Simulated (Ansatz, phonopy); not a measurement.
# Hf (Hafnium, P6_3/mmc): a volume series of phonon spectra, part 2 of 2

Aim: how the vibrations of Hf (Hafnium) shift with volume, and the expansion that follows.

Ansatz 0.2.0; DFT PBEsol, scalar-relativistic, plane waves, PAW; PAW set soft_1.

So far. Step 11 (Phonons, V/V0 1.03): No mode is imaginary beyond numerical noise at the solved wavevectors. The highest zone-centre mode (no LO–TO term) moved by -11.0 % for a volume change of +3.0 %. Step 13 (Lattice dynamics at this volume, V/V0 0.97): No mode is imaginary beyond numerical noise at the solved wavevectors. The highest zone-centre mode (no LO–TO term) moved by +10.8 % for a volume change of -3.0 %.

**14. Relaxing at fixed volume, V/V0 1.05**

The cell differs from the one that the last finished run ended in (a 3.127 → 3.212 Å, b 3.127 → 3.212 Å, c 4.949 → 5.077 Å).

Input file input.yaml:

```yaml
crystal:
  lattice:
    - [3.2122415187, 0.0, 0.0]
    - [-1.6061207593, 2.7818827583, 0.0]
    - [0.0, 0.0, 5.0772859611]
  atoms:
    - { symbol: Hf, position: [0.3333333333, 0.6666666667, 0.25] }
    - { symbol: Hf, position: [0.6666666667, 0.3333333333, 0.75] }
kpoints:
  mp_grid: { grid: [15, 15, 8] }
hamiltonian:
  xc: pbesol
  pseudopotentials: { kind: paw, azcp: { folder: soft_1 }, xc_functional: pbe }
scf:
  occupations: { method: methfessel_paxton, width: 0.2 }
  lower_state_search: "off"
output:
  forces: true
  stress: true
  eigenvalues: true
relax:
  adjacent_minimum: "off"
  f_tol: 0.001
  max_steps: 60
  cell: { stress_tol: 0.01, fix: [volume] }
```

Run with:

```bash
ansatz run input.yaml --threads 18 --pin off --max-ram 92160MiB --backend cuda --events-out ev --progress --plain --runs-dir out --max-vram 78GiB
```

It took 3.1 s on 1 × NVIDIA GB200 with 18 threads of Arm Neoverse V2, shared host; peak memory 1.1 GiB.

**15. Phonons, V/V0 1.05**

input.yaml, the sections that differ from step 14:

```yaml
crystal:
  lattice:
    - [3.2136964512, 0.0, 0.0]
    - [-1.6068482256, 2.7831427668, 0.0]
    - [0.0, 0.0, 5.0726897361]
  atoms:
    - { symbol: Hf, position: [0.3333333333, 0.6666666667, 0.25] }
    - { symbol: Hf, position: [0.6666666667, 0.3333333333, 0.75] }
output:
  eigenvalues: true
phonons:
  method: dfpt
  qmesh: [3, 3, 2]
  temperatures: { t_max: 1000, t_step: 50 }
  qpath:
    path:
      - [[0.0, 0.0, 0.0], [0.5, 0.0, 0.0], [0.33333333, 0.33333333, 0.0], [0.0, 0.0, 0.0], [0.0, 0.0, 0.5], [0.5, 0.0, 0.5], [0.33333333, 0.33333333, 0.5], [0.0, 0.0, 0.5]]
      - [[0.5, 0.0, 0.5], [0.5, 0.0, 0.0]]
      - [[0.33333333, 0.33333333, 0.0], [0.33333333, 0.33333333, 0.5]]
    npoints: 10
# kpoints, hamiltonian, scf: as in step 14
# relax: removed
```

Elapsed: 5.7 s, on 1 × NVIDIA GB200 with 18 threads; peak memory 2.4 GiB.

No mode is imaginary beyond numerical noise at the solved wavevectors. The highest zone-centre mode (no LO–TO term) moved by -18.4 % for a volume change of +5.0 %.

**16. How the modes move with volume**

This step: DFT PBEsol, scalar-relativistic, plane waves, PAW; PAW set soft_1 (phonopy 4.10.0).

Numbers from this step:

```
share of modes with a negative Grüneisen parameter : 0.019
```

Mean Grüneisen, by row:

```tsv
T (K)	heat-capacity-weighted mean	root mean square
50	1.035	1.158
100	1.124	1.233
200	1.15	1.253
300	1.154	1.257
500	1.157	1.259
800	1.158	1.26
```

Table of mean mode Grueneisen parameter by wavenumber:

```tsv
wavenumber (cm⁻¹)	mean mode Grueneisen parameter
2.6	-
7.9	-
13.2	-0.0643
18.5	-0.0381
23.8	0.68
29.1	0.274
34.4	0.381
39.7	0.434
44.9	0.477
50.2	0.529
55.5	0.643
60.8	0.639
66.1	0.721
71.4	0.735
76.7	0.798
81.9	0.848
87.2	0.921
92.5	0.954
97.8	1.12
103.1	1.18
108.4	1.4
113.7	1.58
119.0	1.49
124.2	1.33
129.5	1.4
134.8	1.46
140.1	1.52
145.4	1.51
150.7	1.5
156.0	1.48
```

Volume series, by row:

```tsv
V/V0	V (Å³/atom)	pressure (GPa)	E - E0 (meV/atom)	gap (eV)	zero-point energy (meV/atom)	lowest on the path (cm⁻¹)	highest at Gamma without the LO-TO term (cm⁻¹)
0.97	20.96	3.651	7.264	0	20.14	0	117.4
0.985	21.28	1.765	1.785	0	19.78	0	111.7
1	21.61	-0.001	0	0	19.41	0	106
1.015	21.93	-1.655	1.678	0	19.04	0	100.2
1.03	22.25	-3.202	6.595	0	18.68	0	94.35
1.05	22.69	-5.112	17.84	0	18.18	0	86.46
```

The optical frequency at Gamma without the LO-TO term by V/V0:

```tsv
V/V0	mode 4 (cm⁻¹)	mode 6 (cm⁻¹)
0.9700	78.3	117
0.9850	78.9	112
1.0000	79.2	106
1.0150	79.5	100
1.0300	79.5	94.3
1.0500	79.5	86.5
```

Grüneisen at points, by row:

```tsv
point	branch	frequency (cm⁻¹)	mode Grüneisen parameter
Γ	4	79.2	-0.25
Γ	6	106	3.62
M	1	60.4	0.04
M	2	82.9	0.95
M	3	116.5	1.77
M	4	127.5	0.95
M	5	136.6	1.84
M	6	145.6	1.64
K	1	104	1.27
K	3	113.3	1.42
K	5	116.1	1.18
K	6	158.8	1.46
A	1	53.8	-0.46
A	5	108.3	1.46
L	1	97.9	1.21
L	3	101.4	0.89
L	5	158.8	1.47
H	1	50.8	1.64
H	3	138.9	1.34
H	5	149.5	1.47
```

**17. Free-energy fit**

This step gave:

| Quantity | Value |
| --- | --- |
| volume expansion coefficient at 300 K | 19.89 1e-6/K |
| isothermal bulk modulus at 300 K | 110.3 GPa |
| C_P at 300 K | 24.59 J/mol-atom/K |
| Grüneisen parameter at 300 K | 1.177 |

The energy (each curve on its own zero) by volume; values in meV/atom:

```tsv
volume (Å³/atom)	static	F at 0 K	F at 300 K	F at 1300 K
20.957	7.26	8.2	10.8	22.1
21.281	1.78	2.36	3.99	11.1
21.605	0	0.21	0.84	3.56
21.929	1.68	1.52	1.11	-0.7
22.253	6.6	6.07	4.59	-1.9
22.686	17.8	16.8	13.8	0.95
```

Phonopy-qha, vinet fit of F(V) at each temperature; no electronic free energy. Qha vinet, by row:

```tsv
T (K)	fitted volume (Å³/atom)	alpha_V (1e-6/K)	B_T (GPa)	C_P (J/mol-atom/K)	Grueneisen
100	21.66	15.71	112.7	20.64	1.122
150	21.68	18	112.1	22.97	1.153
200	21.7	18.97	111.5	23.88	1.165
250	21.72	19.52	110.9	24.33	1.172
300	21.74	19.89	110.3	24.59	1.177
350	21.76	20.18	109.7	24.76	1.182
400	21.78	20.43	109	24.89	1.186
450	21.81	20.65	108.4	24.98	1.191
500	21.83	20.85	107.8	25.06	1.195
550	21.85	21.05	107.2	25.13	1.199
600	21.87	21.24	106.6	25.19	1.203
650	21.9	21.43	106	25.25	1.207
700	21.92	21.62	105.4	25.3	1.211
750	21.95	21.8	104.8	25.35	1.214
800	21.97	21.99	104.2	25.4	1.218
850	21.99	22.17	103.5	25.45	1.222
900	22.02	22.36	102.9	25.5	1.226
950	22.04	22.55	102.3	25.55	1.23
1000	22.07	22.74	101.7	25.59	1.234
1050	22.09	22.93	101.1	25.64	1.239
1100	22.12	23.12	100.5	25.69	1.243
1150	22.14	23.32	99.85	25.74	1.247
1200	22.17	23.52	99.24	25.79	1.251
1250	22.2	23.72	98.62	25.84	1.255
```

Table of volume expansion coefficient, phonopy-qha, Vinet by temperature:

temperature (K), volume expansion coefficient, phonopy-qha, Vinet (1e-6/K) and a bar from the least value:
```
       75       13.1 
      125       17.1 ###########
      150       18.0 ##############
      200       19.0 ################
      250       19.5 ##################
      275       19.7 ##################
      325       20.1 ###################
      375       20.3 ####################
      400       20.4 ####################
      450       20.6 #####################
      500       20.9 ######################
      525       20.9 ######################
      575       21.1 ######################
      625       21.3 #######################
      650       21.4 #######################
      700       21.6 ########################
      725       21.7 ########################
      775       21.9 #########################
      825       22.1 #########################
      850       22.2 #########################
      900       22.4 ##########################
      950       22.6 ##########################
      975       22.6 ###########################
     1025       22.8 ###########################
     1075       23.0 ############################
     1100       23.1 ############################
     1150       23.3 #############################
     1200       23.5 #############################
     1225       23.6 #############################
     1275       23.8 ##############################
```

The fit gives a volume expansion of 19.9 × 10⁻⁶/K at 300 K.

**18. What came out**

- volume expansion coefficient at 300 K: 19.89 1e-6/K
- isothermal bulk modulus at 300 K: 110.3 GPa
- C_P at 300 K: 24.59 J/mol-atom/K
- Grüneisen parameter at 300 K: 1.177
- mean mode Grüneisen parameter at 300 K: 1.15

In words: Near room temperature Hf (Hafnium) expands by 19.9 × 10⁻⁶/K in volume by PBEsol, with C_P = 24.6 J/(mol K) per mole of atoms and B_T = 110 GPa. The q-mesh is coarse, and the expansion can converge slowly with it. C_P at room temperature is 99 % of the classical 3R an atom. The fit leaves out the electrons' free energy, which adds to C_P and to the expansion of a metal at high temperature. The heat-capacity-weighted Grüneisen parameter goes from 1.03 at 50 K to 1.16 at 800 K. Weighting γ by the density of states and each mode's heat capacity at 300 K, modes below 50 cm⁻¹ give about 1 % of the sum of γC that drives the expansion, those up to 110 cm⁻¹ 40 % and the rest 59 %. Among the labelled points γ is largest for branch 6 at Γ (106 cm⁻¹, 3.6) and most negative for branch 1 at A (53.8 cm⁻¹, -0.46). The PAW files were made for PBE and are used here under another functional, for which the program regenerates the frozen cores.

[Logs are printed without paths, hosts, clocks, repeated set-up lines and the standing remarks that a program may print on its own settings, such as how far it seeks lower states.]

[Hosts, paths, dates, database ids (printed as entryN), source tags and the programs' standing remarks are cut or masked in the printed files.]

[A step with changed settings may run another functional than the one named; its input shows which.]


